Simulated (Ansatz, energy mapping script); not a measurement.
# LuNiO2 in the infinite layer structure: exchange couplings from total energies, part 3 of 3

Aim: the exchange couplings of LuNiO2 in the infinite layer structure from the energies of a few collinear orders, and the ordering temperature that they give.

PBEsol with U = 1.5 eV on Ni d, ortho-atomic projectors; plane waves, U on orthogonalised atomic orbitals unless named otherwise, collinear spin, no spin–orbit coupling.

So far. Step 9 (Run 5 (parallel; cell C, 8 atoms)): The run ends ferromagnetic. For each magnetic atom its energy differs from the parallel run of the first cell by -1.93 meV, an error that one common reference would have brought in. Step 10 (Run 6 (compensated +−; cell C, 8 atoms)): The run ends antiferromagnetic, 1.55 meV a magnetic atom below the parallel order of its cell (energies taken at zero occupation width, not the printed F).

## 11. Run 7 (parallel; cell D, 8 atoms)

The parallel order again, as the reference for this cell.

This run holds the same structure in another cell (a 3.847 → 4.871 Å, b 3.847 → 4.871 Å, c 5.975 → 4.871 Å, α 90.0 → 104.3°, β 90.0 → 112.1°, γ 90.0 → 112.1°).

Input file input.yaml:

```yaml
crystal:
  lattice:
    - [3.847404254, 0.0, 2.987573789]
    - [0.0, -3.847404254, -2.987573789]
    - [0.0, 3.847404254, -2.987573789]
  atoms:
    - { symbol: Lu, position: [0.5, 0.25, 0.75] }
    - { symbol: Lu, position: [0.5, 0.75, 0.25] }
    - { symbol: Ni, position: [0.0, 0.5, 0.5], spin: 2.0 }
    - { symbol: Ni, position: [0.0, 0.0, 0.0], spin: 2.0 }
    - { symbol: O, position: [0.5, 0.75, 0.75] }
    - { symbol: O, position: [0.5, 0.25, 0.25] }
    - { symbol: O, position: [0.0, 0.25, 0.75] }
    - { symbol: O, position: [0.0, 0.75, 0.25] }
magnetization:
  spin_polarized: true
kpoints:
  mp_grid: { grid: [8, 8, 8] }
hamiltonian:
  xc: pbesol
  hubbard:
    sites:
      - { species: Ni, l: d, u_eff: 1.5 }
      - { site: 2, l: d, u_eff: 1.5, starting_ns: [{ spin: up, occupation_matrix: ni2_major }, { spin: down, occupation_matrix: ni2_minor }] }
      - { site: 3, l: d, u_eff: 1.5, starting_ns: [{ spin: up, occupation_matrix: ni2_major }, { spin: down, occupation_matrix: ni2_minor }] }
    projectors: ortho-atomic
    occupation_matrices:
      ni2_major:
        matrix:
          - [0.896, 0.0, 0.0, 0.0, 0.0]
          - [0.0, 0.973, 0.0, 0.0, 0.0]
          - [0.0, 0.0, 0.973, 0.0, 0.0]
          - [0.0, 0.0, 0.0, 0.911, 0.0]
          - [0.0, 0.0, 0.0, 0.0, 0.98]
      ni2_minor:
        matrix:
          - [0.85, 0.0, 0.0, 0.0, 0.0]
          - [0.0, 0.965, 0.0, 0.0, 0.0]
          - [0.0, 0.0, 0.965, 0.0, 0.0]
          - [0.0, 0.0, 0.0, 0.236, 0.0]
          - [0.0, 0.0, 0.0, 0.0, 0.975]
scf:
  occupations: { method: fermi_dirac, width: 0.05 }
output:
  eigenvalues: true
```

On the command line:

```bash
ansatz run input.yaml --threads 4 --pin off --max-ram 8192MiB --backend cpu --events-out ev --progress --plain --runs-dir out
```

Numbers of over 12 decimals in the logs are rounded to 6 here.

The log of the run:

```text
[...]
Crystal: 8 atoms, lattice volume = 88.447 Å³
Basis set: ecut = 420 eV, 1729 PW (Γ)
Bands: 69, of which v1, the nominal top of the filled ones, is band 55 counted from 1 (54 counted from 0)
Symmetry: 32 space group operations
[...]
k-points: 59 of 512
[...]
Starting moments: Σ|m| = 4 μB on 2 of 8 sites
[...]
k-point 1 ↑: bands = [... 51 lower, 15.3057, 15.7172, 15.7670, 15.9193, 16.6833, 16.9803, 18.3337, 18.4813, ... 10 higher]
  k-point 2 ↑: bands = [... 51 lower, 15.4001, 15.6047, 15.6081, 15.7935, 17.4451, 17.9368, 18.0516, 19.2085, ... 10 higher]
  k-point 58 ↓: bands = [... 51 lower, 16.4373, 16.4373, 16.4659, 17.4869, 19.2801, 20.4003, 20.6968, 21.1747, ... 10 higher]
Occupation matrices written to <dir>
[key lines of the parts left out:]
SCF converged after 16 iterations
Magnetization: 1.6638 μB (55.8319 up, 54.1681 down)
Free energy (F): -43081.465646 eV
Fermi energy:    17.473797 eV
```

Wall time 19 s (4 threads of Arm Neoverse V2, shared host); peak memory 0.91 GiB; 75 s of CPU time.

The run ends ferromagnetic. For each magnetic atom its energy differs from the parallel run of the first cell by -2.15 meV, an error that one common reference would have brought in.

## 12. Run 8 (compensated +−; cell D, 8 atoms)

This order reverses 2 of the 2 neighbours at 2.99 Å, 4 of the 4 neighbours at 3.85 Å and 0 of the 8 neighbours at 4.87 Å, counted for an average magnetic atom.

Changes to input.yaml since step 11:

```diff
@@ -9,3 +9,3 @@
     - { symbol: Ni, position: [0.0, 0.5, 0.5], spin: 2.0 }
-    - { symbol: Ni, position: [0.0, 0.0, 0.0], spin: 2.0 }
+    - { symbol: Ni, position: [0.0, 0.0, 0.0], spin: -2.0 }
     - { symbol: O, position: [0.5, 0.75, 0.75] }
@@ -24,3 +24,3 @@
       - { site: 2, l: d, u_eff: 1.5, starting_ns: [{ spin: up, occupation_matrix: ni2_major }, { spin: down, occupation_matrix: ni2_minor }] }
-      - { site: 3, l: d, u_eff: 1.5, starting_ns: [{ spin: up, occupation_matrix: ni2_major }, { spin: down, occupation_matrix: ni2_minor }] }
+      - { site: 3, l: d, u_eff: 1.5, starting_ns: [{ spin: up, occupation_matrix: ni2_minor }, { spin: down, occupation_matrix: ni2_major }] }
     projectors: ortho-atomic
```

The log of the run:

```text
[...]
Crystal: 8 atoms, lattice volume = 88.447 Å³
Basis set: ecut = 420 eV, 1729 PW (Γ)
Bands: 69, of which v1, the nominal top of the filled ones, is band 55 counted from 1 (54 counted from 0)
Symmetry: 16 space group operations
[...]
k-points: 59 of 512
[...]
Starting moments: Σ|m| = 4 μB on 2 of 8 sites
[...]
k-point 1 ↑: bands = [... 51 lower, 16.1871, 16.1956, 16.2618, 16.3536, 16.6428, 17.2566, 18.6658, 19.7949, ... 10 higher]
  k-point 2 ↑: bands = [... 51 lower, 16.1012, 16.1170, 16.2908, 16.5001, 17.3980, 18.2337, 19.3297, 19.5124, ... 10 higher]
  k-point 58 ↓: bands = [... 51 lower, 16.1099, 16.3128, 16.3972, 16.3972, 19.1713, 19.9256, 20.7213, 21.1264, ... 10 higher]
Occupation matrices written to <dir>
[key lines of the parts left out:]
SCF converged after 17 iterations
Magnetization: 0.0000 μB (55.0000 up, 55.0000 down)
Free energy (F): -43081.588885 eV
Fermi energy:    16.961736 eV
```

It took 11 s on 4 threads; peak memory 0.88 GiB; 41 s of CPU time.

The run ends antiferromagnetic, 60.95 meV a magnetic atom below the parallel order of its cell (energies taken at zero occupation width, not the printed F).

## 13. Mapping onto a Heisenberg model

Each energy difference is a sum of couplings weighted by the pairs that the order reverses. A few near shells are fitted to the differences by least squares. Energies are those extrapolated to zero occupation width, not the free energies F.

Energies from the parallel order of the same cell:

```
                   order  atoms  energy (meV a magnetic atom)  moments (μB)  moments kept as typed  opposed neighbours at 2.99, 3.85, 4.87 Å
      parallel in cell A      8                          0.00          0.75                    yes                                   0, 0, 0
compensated +− in cell A      8                        -20.08          0.72                    yes                                   2, 2, 4
      parallel in cell B      8                          0.00          0.74                    yes                                   0, 0, 0
compensated +− in cell B      8                        -66.04          0.77                    yes                                   0, 4, 8
      parallel in cell C      8                          0.00          0.77                    yes                                   0, 0, 0
compensated +− in cell C      8                         -1.55          0.77                    yes                                   2, 0, 8
      parallel in cell D      8                          0.00          0.74                    yes                                   0, 0, 0
compensated +− in cell D      8                        -60.95          0.73                    yes                                   2, 4, 0
```

The Heisenberg fit (each pair counts twice, positive J is ferromagnetic):

```
 pair  distance (Å)  neighbours  J (meV)
Ni–Ni          2.99           2     1.37
Ni–Ni          3.85           4    -7.84
Ni–Ni          4.87           8   -0.207
```

These orders cannot tell some unfitted shells from fitted ones: the value at 3.85 Å holds J(3.85) + 2 J(7.11); other unfitted shells add to the values wholly or in part.

Adding the shell at 5.44 Å gives 0.44, -7.8, -0.21 and 1.4 meV, an exact solve that tests nothing.

Limits of this fit: it misses the energies by up to 7.4 meV, so no temperature is drawn; the parallel runs differ by 2.1 meV between cells, so mesh or basis is not converged.

## 14. Results

* lowest order tried: compensated +− in cell B
* largest fitted value (a combination of shells), Ni–Ni at 3.85 Å: -7.84 meV

What this shows: Of the orders tried, LuNiO2 in the infinite layer structure prefers the order “compensated +− in cell B” under PBEsol+U (1.5 eV), with 0 of 2 neighbours at 2.99 Å, 4 of 4 neighbours at 3.85 Å and 8 of 8 neighbours at 4.87 Å opposed. The largest fitted value is -7.8 meV, at 3.85 Å. It is a combination of shells that these orders cannot split, so neither its size nor its sign can be laid on that pair alone. The orders also reverse pairs at 5.44 Å, which are not fitted, so the fitted values hold their part too. No fitted order reverses the pairs at 5.98 Å, so their coupling is unknown and is set to zero in the model. With 4 differences for 3 couplings the fit misses by 7.4 meV at most, which is not small: farther shells, terms beyond the Heisenberg form or the mesh can cause that. In the fitted orders moments change by up to 4.7 % against the parallel run of the same cell, so their size stays put. Every order is gapless on its mesh at this level. In a metal exchange reaches farther, and a short model of fixed moments is less apt; where the compound is in fact an insulator, these couplings come from a wrongly metallic state. The fit is in doubt: the parallel runs differ by 2.1 meV between cells, so mesh or basis is not converged. The couplings are then rough, the small ones most of all. The cell was built from a prototype and relaxed; a distortion that needs a larger cell, or another structure that the compound may prefer, is not captured.

[Logs and program files are shortened in this print: banners, set-up blocks, solver, clock and traceback lines can be left out without a mark of their own.]

[Logs are printed without paths, hosts, clocks, repeated set-up lines and the standing remarks that a program may print on its own settings, such as how far it seeks lower states.]

[Hosts, paths, dates, database ids (printed as entryN), source tags and the programs' standing remarks are cut or masked in the printed files.]

[Where a cell is said to come from a database of computed structures, the database is the Materials Project.]
